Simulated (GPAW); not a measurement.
**Local fields, kernels and plasmons in SnS2 (1T monolayer)**

Aim: ε(ω) and the loss function of SnS2 (1T monolayer), with and without local fields, at several momentum transfers.

Main program and level: GPAW 26.7.0; LDA and many-body steps on it, plane waves.

This is a report of a sequence of runs, with the program logs left out and the cost of each run kept.

## (1) The starting structure

The cell holds 3 atoms: 1 Sn and 2 S. Cell: a = 3.613 Å, b = 3.613 Å, c = 13.900 Å, α = 90.0°, β = 90.0°, γ = 120.0°. Vacuum lies along c.

Structure file:

```xyz
3
Lattice="3.6126 0.0000 0.0000 -1.8063 3.1286 0.0000 0.0000 0.0000 13.9000" Properties=species:S:1:pos:R:3
Sn    0.0000    0.0000    6.9500
S     0.0000    2.0857    8.4152
S     1.8063    1.0429    5.4848
```

The structure was relaxed with LDA. The runs that relaxed it are not among those shown.

## (2) Empty states on the mesh, 15×15×1 mesh, 79 bands

This step: GPAW 26.7.0; DFT, LDA, plane waves, PAW.

The sums over transitions need many empty states on a uniform mesh; this step solves for them.

Contents of run.py:

```python
import json
import numpy as np
from gpaw.mpi import world
from gpaw import GPAW

calc = GPAW('gs.gpw').fixed_density(kpts={'size': (15, 15, 1), 'gamma': True},
    nbands=92,
    convergence={'bands': 79},
    txt='nscf.txt')
calc.write('full.gpw', mode='all')
res = {}
kpts = calc.get_ibz_k_points()
res['kpts'] = kpts
res['eigenvalues'] = [calc.get_eigenvalues(kpt=k) for k in range(len(kpts))]
res['n_electrons'] = calc.get_number_of_electrons()

if world.rank == 0:
    with open('result.json', 'w') as f:
        json.dump(res, f, default=lambda x: x.tolist())
```

Started as:

```console
> mpirun -n 16 gpaw python run.py
```

Elapsed: 17 s, on 16 MPI ranks of Arm Neoverse V2, shared host; peak memory 3.1 GiB; 4.4 min of CPU time.

Read from the output:

```yaml
gap: 1.497 eV
k_of_the_valence_top: 0.1333, 0, 0
k_of_the_conduction_bottom: 0.4667, 0, 0
least_direct_gap: 1.778 eV
k_points_computed: 27
lowest_point_of_the_top_converged_band_above_the_valence_top: 31.15 eV
```

On this mesh the gap is 1.497 eV.

## (3) RPA response

The response function is computed on a frequency grid, with local fields up to the given cutoff.

This step: linear response, RPA, on LDA, plane waves, PAW.

Contents of run.py:

```python
import json
import numpy as np
from gpaw.mpi import world
from gpaw.response.df import DielectricFunction

df = DielectricFunction('full.gpw',
    ecut=50,
    nbands=79,
    eta=0.2,
    frequencies={'type': 'nonlinear', 'domega0': 0.05, 'omega2': 10.0},
    intraband=False,
    truncation='2D',
    txt='df.txt')
res = {'optical': {}, 'eels': []}
for d in 'x':
    y0, y = df.get_polarizability(direction=d, xc='RPA', filename=None)
    res['optical'][d] = [y0.real, y0.imag, y.real, y.imag]
res['w'] = df.get_frequencies()
for q_c in [[0.0666666667, 0, 0], [0.2, 0, 0], [0.4666666667, 0, 0], [0.8, 0, 0], [1.2, 0, 0]]:
    res['eels'].append(df.get_eels_spectrum(q_c=q_c, xc='RPA', filename=None))

if world.rank == 0:
    with open('result.json', 'w') as f:
        json.dump(res, f, default=lambda x: x.tolist())
```

Started as:

```console
> mpirun -n 16 gpaw python run.py
```

The job ended after 26 s (16 MPI ranks; peak memory 7 GiB; 6.5 min of CPU time).

Read from the output:

| Property | Result |
| --- | --- |
| static polarisability of the sheet (Å) | 3.318 |
| the same without local fields | 3.799 |

The static value is 3.32.

The Im polarisability of the sheet has structure finer than the step of the table below, so its rows give means over 1 eV. Peaks (eV: height): xx, no local fields 4.2: 7.22, 5.0: 7.30; xx, local fields 5.0: 6.32.

RPA, broadening 0.2 eV. Table of Im polarisability of the sheet by photon energy; means over each step:

```
photon energy (eV)  xx, no local fields (Å)  xx, local fields (Å)
                 1                   0.0963                0.0842
                 2                    0.538                 0.488
                 3                     1.97                  1.71
                 4                     5.65                  4.61
                 5                     6.58                  5.75
                 6                     4.79                  3.79
                 7                     3.58                  3.49
                 8                     1.95                  1.86
                 9                     2.02                  1.61
                10                     1.37                  1.30
                11                    0.860                 0.862
                12                    0.660                 0.622
                13                    0.535                 0.512
                14                    0.388                 0.433
                15                    0.281                 0.367
                16                    0.207                 0.285
                17                    0.160                 0.220
                18                    0.134                 0.185
                19                    0.101                 0.169
                20                   0.0859                 0.157
                21                   0.0696                 0.145
                22                   0.0493                 0.126
                23                   0.0477                 0.100
                24                   0.0398                0.0971
                25                   0.0490                0.0890
                26                   0.0975                 0.112
                27                    0.136                 0.151
                28                   0.0575                0.0972
                29                   0.0329                0.0620
                30                   0.0341                0.0643
                31                   0.0340                0.0628
                32                   0.0352                0.0593
                33                   0.0363                0.0484
                34                   0.0328                0.0377
                35                   0.0272                0.0268
                36                   0.0263                0.0244
                37                   0.0272                0.0248
                38                   0.0247                0.0236
                39                   0.0212                0.0206
```

## (4) RPA response, local-field cutoff (15×15×1 mesh, 79 bands, screening to 100 eV, broadening 0.2 eV)

Edit run.py of step 3 so:

```diff
@@ -6,3 +6,3 @@
 df = DielectricFunction('full.gpw',
-    ecut=50,
+    ecut=100,
     nbands=79,
@@ -18,3 +18,3 @@
 res['w'] = df.get_frequencies()
-for q_c in [[0.0666666667, 0, 0], [0.2, 0, 0], [0.4666666667, 0, 0], [0.8, 0, 0], [1.2, 0, 0]]:
+for q_c in [[0.4666666667, 0, 0]]:
     res['eels'].append(df.get_eels_spectrum(q_c=q_c, xc='RPA', filename=None))
```

Started as:

```console
> mpirun -n 16 gpaw python run.py
```

It took 30 s on 16 MPI ranks; peak memory 32 GiB; 7.2 min of CPU time.

Read from the output:

| Item | Value |
| --- | --- |
| static polarisability of the sheet (Å) | 3.257 |
| the same without local fields | 3.799 |

The static value is 3.26.

## (5) RPA response, fewer bands (15×15×1 mesh, 15 bands, screening to 50 eV, broadening 0.2 eV)

Edit run.py of step 4 so:

```diff
@@ -6,4 +6,4 @@
 df = DielectricFunction('full.gpw',
-    ecut=100,
-    nbands=79,
+    ecut=50,
+    nbands=15,
     eta=0.2,
@@ -18,3 +18,3 @@
 res['w'] = df.get_frequencies()
-for q_c in [[0.4666666667, 0, 0]]:
+for q_c in []:
     res['eels'].append(df.get_eels_spectrum(q_c=q_c, xc='RPA', filename=None))
```

Started as:

```console
> mpirun -n 16 gpaw python run.py
```

The job ended after 4.1 s (16 MPI ranks; peak memory 2.1 GiB; 58 s of CPU time).

This step gave:

```yaml
static_polarisability_of_the_sheet_a: 2.588
the_same_without_local_fields: 2.776
```

## (6) RPA response, scissors (15×15×1 mesh, 79 bands, screening to 50 eV, broadening 0.2 eV)

Edit run.py of step 5 so:

```diff
@@ -7,3 +7,3 @@
     ecut=50,
-    nbands=15,
+    nbands=79,
     eta=0.2,
@@ -12,2 +12,3 @@
     truncation='2D',
+    eshift=0.5,
     txt='df.txt')
```

Started as:

```console
> mpirun -n 16 gpaw python run.py
```

Elapsed: 6.2 s, on 16 MPI ranks; peak memory 6.9 GiB; 88 s of CPU time.

This step gave:

* static polarisability of the sheet (Å): 3.025
* the same without local fields: 3.447

The static value is 3.02.

## (7) RPA response, more bands than the file holds (15×15×1 mesh, 237 bands, screening to 30 eV, broadening 0.2 eV)

Edit run.py of step 6 so:

```diff
@@ -6,4 +6,4 @@
 df = DielectricFunction('full.gpw',
-    ecut=50,
-    nbands=79,
+    ecut=30,
+    nbands=237,
     eta=0.2,
@@ -12,3 +12,2 @@
     truncation='2D',
-    eshift=0.5,
     txt='df.txt')
```

Started as:

```console
> mpirun -n 16 gpaw python run.py
```

Wall time 12 s (16 MPI ranks); peak memory 2.4 GiB.

The run stopped with an error after 12 s.

The fault put into this input: more bands than the file holds.

## (8) The runs together

Times are wall times on 16 MPI ranks of Arm Neoverse V2, shared host, good to a factor of about two.

```
                                                                                              run  static polarisability (Å)  without local fields  loss peak (eV)   time
                                                                                     RPA response                       3.32                  3.80               -   26 s
RPA response, local-field cutoff (15×15×1 mesh, 79 bands, screening to 100 eV, broadening 0.2 eV)                       3.26                  3.80               -   30 s
        RPA response, fewer bands (15×15×1 mesh, 15 bands, screening to 50 eV, broadening 0.2 eV)                       2.59                  2.78               -  4.1 s
           RPA response, scissors (15×15×1 mesh, 79 bands, screening to 50 eV, broadening 0.2 eV)                       3.02                  3.45               -  6.2 s
```

## (9) Outcome

```json
{
 "RPA response": "static polarisability (Å) 3.32",
 "RPA response, local-field cutoff (15×15×1 mesh, 79 bands, screening to 100 eV, broadening 0.2 eV)": "static polarisability (Å) 3.26",
 "RPA response, fewer bands (15×15×1 mesh, 15 bands, screening to 50 eV, broadening 0.2 eV)": "static polarisability (Å) 2.59",
 "RPA response, scissors (15×15×1 mesh, 79 bands, screening to 50 eV, broadening 0.2 eV)": "static polarisability (Å) 3.02"
}
```

In the optical limit the electronic static polarisability (Å) is 3.32, against 3.80 without local fields. RPA response, local-field cutoff (15×15×1 mesh, 79 bands, screening to 100 eV, broadening 0.2 eV): static polarisability (Å) = 3.26. RPA response, fewer bands (15×15×1 mesh, 15 bands, screening to 50 eV, broadening 0.2 eV): static polarisability (Å) = 2.59. RPA response, scissors (15×15×1 mesh, 79 bands, screening to 50 eV, broadening 0.2 eV): static polarisability (Å) = 3.02. ε(0) converges slowly with a Γ-centred mesh, and this one is not shown settled. Unless a shift is named, the levels are those of the density functional, and only a kernel with a long-range part can bind an exciton.

[Long decimals in the printed logs are rounded to 6 places.]

[Logs are printed without paths, hosts, clocks, repeated set-up lines and the standing remarks that a program may print on its own settings, such as how far it seeks lower states.]

[Paths, hosts, dates, memory and timing lines, banners, echoed tables and standing remarks are left out of the program output; an Ansatz launch command may be rebuilt from the run's recorded settings. Measured values are a selection of at most five: reports struck by readers or far from the other reports are left out. None is set beside runs whose start may be inverted or whose files or cutoffs have a known fault.]

[Runs of the session that timed out or met a known fault of the program may be left out.]

[Hosts, paths, dates, database ids (printed as entryN), source tags and the programs' standing remarks are cut or masked in the printed files.]

[Where the starting crystal was built by hand or by swapping elements, it need not be the compound's stable phase.]
